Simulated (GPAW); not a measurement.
# Near-edge structure at the O K edge of CsH3O2 (Amm2), part 2 of 3

Wanted: the O K-edge spectrum of CsH3O2 (Amm2), site by site, with its photon-energy scale.

GPAW 26.7.0; X-ray absorption from dipole matrix elements to empty bands, plane-wave PAW LDA.

So far. Step 4 (Spectrum without a core hole, O atom 3): Main maxima below 24 eV (height): 2.6 eV (1.28), 4.1 eV (1.60), 9.4 eV (2.98), 14.0 eV (0.84) and 18.9 eV (0.72). 

**6. Spectrum with FCH, O atom 2**

The holes are 6.1 Å apart. In GPAW the data set carries the hole's charge, so charge=0 means a charged cell and charge=-1 a neutral one. The excited electron is left out and a uniform background balances the charge. After the field has converged, empty bands are computed with the density fixed and the dipole matrix elements are summed.

File xas.py:

```python
import numpy as np
from ase import Atoms
from ase.parallel import parprint, paropen
from gpaw import GPAW, PW, FermiDirac, Mixer, MixerDif, setup_paths
from gpaw.test import gen
setup_paths.insert(0, '.')
gen('O', name='fch1s', xcname='LDA', corehole=(1, 0, 1), write_xml=True)
from gpaw.mpi import world
world.barrier()

atoms = Atoms('Cs3O6H9',
    cell=[[-4.25023165, -4.42520097, 0],
     [4.25023165, -2.21260049, 4.02356038],
     [-4.25023165, 2.21260049, 4.02356038]],
    scaled_positions=[[0, 0.98533106, 0.98533106],
     [0.33333333, 0.65199773, 0.31866439],
     [0.66666667, 0.31866439, 0.65199773],
     [0.83333333, 0.50072768, 0.16739434],
     [0.16666667, 0.16739434, 0.50072768],
     [0.5, 0.83406101, 0.83406101],
     [0.83333333, 0.84617531, 0.51284197],
     [0.16666667, 0.51284197, 0.84617531],
     [0.5, 0.17950864, 0.17950864],
     [0.70615873, 0.3650182, 0.15885946],
     [0.03949207, 0.03168486, 0.4921928],
     [0.3728254, 0.69835153, 0.82552613],
     [0.96050793, 0.4921928, 0.03168486],
     [0.29384127, 0.15885946, 0.3650182],
     [0.6271746, 0.82552613, 0.69835153],
     [0.83333333, 0.72513964, 0.3918063],
     [0.16666667, 0.3918063, 0.72513964],
     [0.5, 0.05847297, 0.05847297]],
    pbc=True)
atoms.calc = calc = GPAW(legacy_gpaw=True, mode=PW(500), xc='LDA', setups={3: 'fch1s'},
    kpts={'size': (3, 3, 3), 'gamma': True}, occupations=FermiDirac(0.02),
    charge=0, mixer=Mixer(0.1, 5, 50), maxiter=150,
    convergence={'density': 0.0001}, txt='scf.txt')
energy = atoms.get_potential_energy() + calc.get_reference_energy()
ef = calc.get_fermi_level()
out = dict(energy=energy, fermi=ef, forces=atoms.get_forces().tolist())
parprint(f'all-electron energy {energy:.4f} eV, Fermi level {ef:.4f} eV')
ev = np.array([[calc.get_eigenvalues(k, s) for k in range(len(calc.get_ibz_k_points()))] for s in range(calc.get_number_of_spins())])
out['homo'], out['lumo'], out['counts'] = ev[ev < ef].max(), ev[ev > ef].min(), sorted(set((ev < ef).sum((0, 2)).tolist()))
out['filled'] = (ev[:, 0] < ef).sum(1).tolist()

from ase.units import Ha
from gpaw.xas import dipole_matrix_elements
nb = int(calc.get_number_of_electrons() / 2) + 138
top, nb = nb, nb + 8 + nb // 12
nscf = calc.fixed_density(kpts={'size': (4, 4, 4), 'gamma': True}, nbands=nb,
    convergence={'bands': top, 'eigenstates': 1e-5}, maxiter=60, txt='nscf.txt')
cell = atoms.cell.array
ops = [cell.T @ U.T @ np.linalg.inv(cell.T) for U in nscf.wfs.kd.symmetry.op_scc]
filled = [36]  # bands filled in the ground state, by spin
E = np.arange(-6, 34, 0.1)
fwhm = np.interp(E, [4, 25], [0.9, 3.5])
Y, X, zero, highest = 0, 0, 1e9, 1e9
for spin in range(nscf.get_number_of_spins()):
    wfs = nscf.wfs
    A = dipole_matrix_elements(wfs.setups[3])
    eps = np.zeros((wfs.kd.nibzkpts, nb))
    d = np.zeros((3, A.shape[1], wfs.kd.nibzkpts, nb), complex)
    for kpt in wfs.kpt_u:
        if kpt.s == spin and 3 in kpt.P_ani:
            eps[kpt.k] = kpt.eps_n * Ha
            d[:, :, kpt.k] = (kpt.weight * wfs.nspins / 2) ** 0.5 * np.inner(A, kpt.P_ani[3])
    world.sum(eps)
    world.sum(d)
    T = np.einsum('amkn,bmkn->abkn', d, d.conj()).real
    T = sum(np.einsum('ai,ijkn,bj->abkn', R, T, R) for R in ops) / len(ops)
    empty = np.ones_like(eps, bool) & (np.arange(nb) >= filled[spin])
    zero, highest = min(zero, eps[empty].min()), min(highest, eps[:, top - 1].min())
    lines = [(eps, T, empty)] if spin == 0 else lines + [(eps, T, empty)]
for eps, T, empty in lines:
    f = np.einsum('aakn->akn', T).reshape(3, -1)
    x = eps.ravel() - zero
    w = np.interp(x, E, fwhm) / 2.35482
    g = np.exp(-0.5 * ((E[:, None] - x) / w) ** 2) / (w * (2 * np.pi) ** 0.5)
    Y = Y + (f * empty.ravel()) @ g.T
    X = X + (f * ~empty.ravel()) @ g.T
out.update(E=E.round(2).tolist(), xas=Y.tolist(), xes=X.tolist(), zero=zero, valid=highest - zero, nk=len(eps), nb=nb)
for i in range(0, len(E), 10):
    parprint(f'{E[i]:7.2f}', *(f'{v:10.3e}' for v in Y[:, i]))
import json
with paropen('out.json', 'w') as f:
    json.dump(out, f)
```

Started as:

```bash
OMP_NUM_THREADS=1 mpirun -n 4 gpaw python xas.py
```

The job ended after 4.2 min (4 MPI ranks of Arm Neoverse V2, shared host; peak memory 0.58 GiB; 17 min of CPU time).

The O K spectrum, O atom 2, full core hole (charged cell) (energy from the lowest empty level; intensity scaled to a mean of 1 over the first 20 eV; polarised curves are means over the symmetry-equivalent atoms):

| E (eV) | isotropic | ε ∥ x | ε ∥ y | ε ∥ z |
| --- | --- | --- | --- | --- |
| -2.0 | 0.00 | 0.00 | 0.00 | 0.00 |
| -1.4 | 0.00 | 0.00 | 0.00 | 0.00 |
| -0.8 | 0.00 | 0.00 | 0.00 | 0.00 |
| -0.2 | 0.00 | 0.00 | 0.00 | 0.01 |
| 0.4 | 0.04 | 0.03 | 0.03 | 0.08 |
| 1.0 | 0.23 | 0.15 | 0.12 | 0.42 |
| 1.6 | 0.85 | 0.95 | 0.42 | 1.17 |
| 2.2 | 1.63 | 1.97 | 1.03 | 1.89 |
| 2.8 | 1.59 | 1.54 | 1.41 | 1.83 |
| 3.4 | 1.21 | 1.03 | 1.27 | 1.34 |
| 4.0 | 1.24 | 1.15 | 1.30 | 1.28 |
| 4.6 | 0.96 | 0.95 | 1.12 | 0.81 |
| 5.2 | 0.96 | 0.50 | 1.60 | 0.78 |
| 5.8 | 2.08 | 0.27 | 4.37 | 1.61 |
| 6.4 | 3.59 | 0.26 | 7.76 | 2.74 |
| 7.0 | 3.35 | 0.35 | 6.28 | 3.42 |
| 7.6 | 2.09 | 0.52 | 2.75 | 2.99 |
| 8.2 | 1.30 | 0.77 | 1.30 | 1.84 |
| 8.8 | 1.08 | 1.12 | 1.06 | 1.06 |
| 9.4 | 1.01 | 1.34 | 0.99 | 0.70 |
| 10.0 | 0.80 | 1.11 | 0.80 | 0.49 |
| 10.6 | 0.56 | 0.68 | 0.62 | 0.39 |
| 11.2 | 0.47 | 0.46 | 0.55 | 0.38 |
| 11.8 | 0.49 | 0.48 | 0.57 | 0.43 |
| 12.4 | 0.54 | 0.56 | 0.57 | 0.50 |
| 13.0 | 0.58 | 0.62 | 0.57 | 0.55 |
| 13.6 | 0.59 | 0.66 | 0.56 | 0.56 |
| 14.2 | 0.58 | 0.67 | 0.54 | 0.52 |
| 14.8 | 0.54 | 0.67 | 0.48 | 0.47 |
| 15.4 | 0.51 | 0.66 | 0.43 | 0.45 |
| 16.0 | 0.51 | 0.66 | 0.40 | 0.46 |
| 16.6 | 0.53 | 0.70 | 0.40 | 0.50 |
| 17.2 | 0.58 | 0.79 | 0.42 | 0.55 |
| 17.8 | 0.64 | 0.87 | 0.45 | 0.58 |
| 18.4 | 0.67 | 0.91 | 0.48 | 0.60 |
| 19.0 | 0.67 | 0.89 | 0.51 | 0.60 |
| 19.6 | 0.65 | 0.83 | 0.52 | 0.59 |
| 20.2 | 0.61 | 0.75 | 0.52 | 0.57 |
| 20.8 | 0.57 | 0.67 | 0.51 | 0.54 |
| 21.4 | 0.54 | 0.60 | 0.50 | 0.52 |
| 22.0 | 0.51 | 0.56 | 0.48 | 0.49 |
| 22.6 | 0.49 | 0.55 | 0.45 | 0.47 |
| 23.2 | 0.48 | 0.56 | 0.42 | 0.46 |
| 23.8 | 0.49 | 0.59 | 0.41 | 0.46 |
| 24.4 | 0.51 | 0.63 | 0.42 | 0.49 |
| 25.0 | 0.57 | 0.69 | 0.46 | 0.56 |
| 25.6 | 0.66 | 0.77 | 0.53 | 0.67 |
| 26.2 | 0.75 | 0.86 | 0.61 | 0.78 |
| 26.8 | 0.83 | 0.95 | 0.69 | 0.86 |
| 27.4 | 0.88 | 1.00 | 0.73 | 0.90 |
| 28.0 | 0.88 | 1.01 | 0.72 | 0.89 |
| 28.6 | 0.83 | 0.97 | 0.68 | 0.84 |
| 29.2 | 0.76 | 0.89 | 0.62 | 0.78 |
| 29.8 | 0.69 | 0.77 | 0.56 | 0.74 |
| 30.4 | 0.63 | 0.65 | 0.52 | 0.73 |
| 31.0 | 0.60 | 0.55 | 0.51 | 0.74 |

Main maxima below 24 eV (height): 2.5 eV (1.73), 6.6 eV (3.75), 13.6 eV (0.59) and 18.7 eV (0.67). 

The hole costs E(hole) − E(ground) = 530.72 eV, and the lowest empty level of the hole cell on the spectrum's mesh lies at 6.16 eV, which puts the zero at 536.87 eV. One term is added: -8.83 eV, since the hole is spin-paired here and a spin-polarised one costs that much less in the free atom (computed apart). The photon energy is then 528.04 eV. The functional and the charged cell's background leave an error in such absolute values: in the free atom LDA prices this hole 4.1 eV below PBE (computed apart), and PBE is itself good to a few eV.

**7. Spectrum with FCH, O atom 3**

The holes are 6.1 Å apart. The excited electron is left out and a uniform background balances the charge. After the field has converged, empty bands are computed with the density fixed and the dipole matrix elements are summed.

Changes to xas.py since step 6:

```diff
@@ -33,3 +33,3 @@
     pbc=True)
-atoms.calc = calc = GPAW(legacy_gpaw=True, mode=PW(500), xc='LDA', setups={3: 'fch1s'},
+atoms.calc = calc = GPAW(legacy_gpaw=True, mode=PW(500), xc='LDA', setups={6: 'fch1s'},
     kpts={'size': (3, 3, 3), 'gamma': True}, occupations=FermiDirac(0.02),
@@ -59,3 +59,3 @@
     wfs = nscf.wfs
-    A = dipole_matrix_elements(wfs.setups[3])
+    A = dipole_matrix_elements(wfs.setups[6])
     eps = np.zeros((wfs.kd.nibzkpts, nb))
@@ -63,5 +63,5 @@
     for kpt in wfs.kpt_u:
-        if kpt.s == spin and 3 in kpt.P_ani:
+        if kpt.s == spin and 6 in kpt.P_ani:
             eps[kpt.k] = kpt.eps_n * Ha
-            d[:, :, kpt.k] = (kpt.weight * wfs.nspins / 2) ** 0.5 * np.inner(A, kpt.P_ani[3])
+            d[:, :, kpt.k] = (kpt.weight * wfs.nspins / 2) ** 0.5 * np.inner(A, kpt.P_ani[6])
     world.sum(eps)
```

Elapsed: 4.6 min, on 4 MPI ranks; peak memory 0.58 GiB; 18 min of CPU time.

The O K spectrum, O atom 3, full core hole (charged cell) (energy from the lowest empty level; intensity scaled to a mean of 1 over the first 20 eV; polarised curves are means over the symmetry-equivalent atoms):

| E (eV) | isotropic | ε ∥ x | ε ∥ y | ε ∥ z |
| --- | --- | --- | --- | --- |
| -2.0 | 0.00 | 0.00 | 0.00 | 0.00 |
| -1.4 | 0.00 | 0.00 | 0.00 | 0.00 |
| -0.8 | 0.00 | 0.00 | 0.00 | 0.00 |
| -0.2 | 0.01 | 0.00 | 0.00 | 0.03 |
| 0.4 | 0.11 | 0.03 | 0.03 | 0.28 |
| 1.0 | 0.50 | 0.14 | 0.19 | 1.17 |
| 1.6 | 1.11 | 0.87 | 0.81 | 1.66 |
| 2.2 | 1.79 | 1.98 | 1.49 | 1.89 |
| 2.8 | 1.77 | 1.70 | 1.60 | 2.02 |
| 3.4 | 1.48 | 1.26 | 1.46 | 1.72 |
| 4.0 | 1.52 | 1.38 | 1.28 | 1.92 |
| 4.6 | 1.19 | 1.02 | 0.72 | 1.84 |
| 5.2 | 1.13 | 0.54 | 0.49 | 2.38 |
| 5.8 | 1.64 | 0.28 | 0.52 | 4.13 |
| 6.4 | 1.95 | 0.25 | 0.82 | 4.78 |
| 7.0 | 1.98 | 0.39 | 1.81 | 3.76 |
| 7.6 | 2.03 | 0.58 | 3.39 | 2.11 |
| 8.2 | 1.95 | 0.80 | 3.71 | 1.34 |
| 8.8 | 1.57 | 1.10 | 2.45 | 1.14 |
| 9.4 | 1.18 | 1.32 | 1.31 | 0.92 |
| 10.0 | 0.86 | 1.13 | 0.77 | 0.67 |
| 10.6 | 0.58 | 0.73 | 0.50 | 0.52 |
| 11.2 | 0.46 | 0.49 | 0.39 | 0.48 |
| 11.8 | 0.47 | 0.47 | 0.41 | 0.52 |
| 12.4 | 0.51 | 0.54 | 0.44 | 0.55 |
| 13.0 | 0.55 | 0.62 | 0.45 | 0.59 |
| 13.6 | 0.58 | 0.69 | 0.42 | 0.64 |
| 14.2 | 0.59 | 0.72 | 0.40 | 0.65 |
| 14.8 | 0.57 | 0.72 | 0.38 | 0.61 |
| 15.4 | 0.54 | 0.71 | 0.38 | 0.53 |
| 16.0 | 0.53 | 0.71 | 0.40 | 0.48 |
| 16.6 | 0.56 | 0.76 | 0.43 | 0.48 |
| 17.2 | 0.61 | 0.84 | 0.48 | 0.51 |
| 17.8 | 0.67 | 0.93 | 0.52 | 0.56 |
| 18.4 | 0.71 | 0.97 | 0.55 | 0.60 |
| 19.0 | 0.71 | 0.96 | 0.56 | 0.62 |
| 19.6 | 0.69 | 0.89 | 0.55 | 0.63 |
| 20.2 | 0.64 | 0.79 | 0.52 | 0.62 |
| 20.8 | 0.59 | 0.69 | 0.48 | 0.60 |
| 21.4 | 0.54 | 0.61 | 0.44 | 0.58 |
| 22.0 | 0.51 | 0.56 | 0.41 | 0.57 |
| 22.6 | 0.50 | 0.56 | 0.38 | 0.56 |
| 23.2 | 0.50 | 0.57 | 0.36 | 0.56 |
| 23.8 | 0.52 | 0.61 | 0.36 | 0.59 |
| 24.4 | 0.56 | 0.66 | 0.39 | 0.63 |
| 25.0 | 0.62 | 0.72 | 0.45 | 0.70 |
| 25.6 | 0.70 | 0.79 | 0.54 | 0.78 |
| 26.2 | 0.79 | 0.87 | 0.63 | 0.86 |
| 26.8 | 0.86 | 0.95 | 0.71 | 0.92 |
| 27.4 | 0.90 | 1.01 | 0.74 | 0.95 |
| 28.0 | 0.89 | 1.03 | 0.72 | 0.93 |
| 28.6 | 0.85 | 1.02 | 0.67 | 0.88 |
| 29.2 | 0.79 | 0.95 | 0.60 | 0.82 |
| 29.8 | 0.73 | 0.86 | 0.55 | 0.78 |
| 30.4 | 0.68 | 0.74 | 0.52 | 0.77 |
| 31.0 | 0.64 | 0.63 | 0.52 | 0.77 |

Main maxima below 24 eV (height): 2.5 eV (1.88), 3.9 eV (1.53), 7.8 eV (2.04), 14.1 eV (0.59) and 18.8 eV (0.72). 

The hole costs E(hole) − E(ground) = 529.65 eV, and the lowest empty level of the hole cell on the spectrum's mesh lies at 6.14 eV, which puts the zero at 535.79 eV. With the free-atom term of -8.83 eV for this edge, the photon energy is 526.96 eV.

**8. Reference energy of the cell**

The cell and mesh change for the next run, so it gets a reference energy of its own.

File scf.py:

```python
import numpy as np
from ase import Atoms
from ase.parallel import parprint, paropen
from gpaw import GPAW, PW, FermiDirac, Mixer, MixerDif, setup_paths
from gpaw.test import gen
setup_paths.insert(0, '.')
gen('O', name='nch1s', xcname='LDA', corehole=(1, 0, 0), write_xml=True)
from gpaw.mpi import world
world.barrier()

atoms = Atoms('CsO2H3',
    cell=[[-4.25023165, 0, 0],
     [0, 4.42520097, 0],
     [0, -2.21260049, -4.02356038]],
    scaled_positions=[[0, 0.01466894, 0.02933788],
     [0.5, 0.66593899, 0.33187798],
     [0.5, 0.32049136, 0.64098272],
     [0.5, 0.92882307, 0.47612234],
     [0.5, 0.54729927, 0.47612234],
     [0.5, 0.44152703, 0.88305406]],
    pbc=True)
atoms.calc = calc = GPAW(legacy_gpaw=True, mode=PW(500), xc='LDA', setups={1: 'nch1s'},
    kpts={'size': (4, 5, 5), 'gamma': True}, occupations=FermiDirac(0.02),
    charge=0, mixer=Mixer(0.1, 5, 50), maxiter=150,
    convergence={'density': 0.0001}, txt='scf.txt')
energy = atoms.get_potential_energy() + calc.get_reference_energy()
ef = calc.get_fermi_level()
out = dict(energy=energy, fermi=ef, forces=atoms.get_forces().tolist())
parprint(f'all-electron energy {energy:.4f} eV, Fermi level {ef:.4f} eV')
ev = np.array([[calc.get_eigenvalues(k, s) for k in range(len(calc.get_ibz_k_points()))] for s in range(calc.get_number_of_spins())])
out['homo'], out['lumo'], out['counts'] = ev[ev < ef].max(), ev[ev > ef].min(), sorted(set((ev < ef).sum((0, 2)).tolist()))
out['filled'] = (ev[:, 0] < ef).sum(1).tolist()
import json
with paropen('out.json', 'w') as f:
    json.dump(out, f)
```

Started as:

```bash
OMP_NUM_THREADS=1 mpirun -n 4 gpaw python scf.py
```

Wall time 8 s (4 MPI ranks); peak memory 0.19 GiB.

(Continued in part 3 of 3.)

[Logs are printed without paths, hosts, clocks, repeated set-up lines and the standing remarks that a program may print on its own settings, such as how far it seeks lower states.]

[Hosts, paths, dates, database ids (printed as entryN), source tags and the programs' standing remarks are cut or masked in the printed files.]

[Lists of maxima count a maximum above −3 eV only where it reaches 4 % of the highest in the window and stands out from its surroundings by 2 % of it (1.5 % where it reaches 55 %); shoulders and weaker maxima are passed over, and of the rest the first, up to two pre-edge ones and the few strongest are named.]
